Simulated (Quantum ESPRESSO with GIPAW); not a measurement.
# Strain and the 11B shielding in BP

GIPAW runs (PBEsol, plane-wave PAW from pslibrary 1.0.0 recipes, cutoffs 55 and 330 Ry, one 13×13×13 mesh for all shielding runs; Quantum ESPRESSO with GIPAW, a patched development version; no spin-orbit coupling, no macroscopic shape term) on BP, space group F-43m before straining. The cell below is strained equally along all axes, and the atoms keep their fractional coordinates.

```
P B
1.0
     0.00000    2.26900    2.26900
     2.26900    0.00000    2.26900
     2.26900    2.26900    0.00000
P B
1 1
Direct
  0.25000 0.25000 0.25000
  0.00000 0.00000 0.00000
```

The cell is an entry of the Crystallography Open Database; it need not be the form that is stable at ambient conditions.

The bonds are those of B (atom 2; BP4). One row is withheld.

```
strain (%)  mean bond (Å)  σ_iso P (ppm)  σ_iso B (ppm)
        -2         1.9257         449.66         132.62
      -1.5         1.9355         445.47         130.47
        -1         1.9454              ?              ?
         0         1.9650         431.92         124.00
      +0.5         1.9748         427.04         121.83
        +1         1.9847         421.99         119.67
        +2         2.0043         411.32         115.32
```

**Task.** Fit σ_iso of B against strain, judge whether a straight line is enough, and predict the withheld row at -1 %.

1. With n = 6: Σx = 0.000, Σy = 743.91, Σx² = 11.5000, Σxy = -49.720.

2. Slope b = (nΣxy − ΣxΣy)/(nΣx² − (Σx)²) = -4.32 ppm per %, intercept a = (Σy − bΣx)/n = 123.99 ppm.

3. Residuals (run less line), in the order of the table: -0.01, -0.00, +0.01, +0.01, +0.01, -0.02 ppm. They bend in one sense; the largest is 0.1 % of the range of σ, so a line serves for most purposes and a parabola takes up the rest: σ = 124.00 − 4.325 x − 0.007 x², with residuals of 0.01 ppm or less.

4. At -1 % (inside the fitted range) the line gives 128.31 ppm and the parabola 128.32 ppm.

5. The run gives:

```
strain (%)  mean bond (Å)  σ_iso P (ppm)  σ_iso B (ppm)
        -1         1.9454         441.12         128.32
```

Prediction less run: the line misses by -0.01 ppm, the parabola hits it to the digits shown. By the parabola, a strain of +1 % changes σ of B by -4.33 ppm and one of −1 % by +4.32 ppm; the mean slope is -4.32 ppm per %, or 2.2 ppm for 0.01 Å of mean bond length. The shift moves the opposite way, scaled by the slope of a reference line. Over the table σ of P goes from 449.66 to 411.32 ppm. Zero strain is the database's lattice, not this functional's rest cell, and neither cutoff nor mesh was tested for the slopes. The omitted shape term, common to all sites, changes with strain too. This build of gipaw.x prints that it is not audited and that its numbers are no references by themselves.

[Banner, clock, file and message-heading lines were taken out of the pw.x and gipaw.x logs.]

[Logs are printed without paths, hosts, clocks, repeated set-up lines and the standing remarks that a program may print on its own settings, such as how far it seeks lower states.]

[Hosts, paths, dates, database ids (printed as entryN), source tags and the programs' standing remarks are cut or masked in the printed files.]
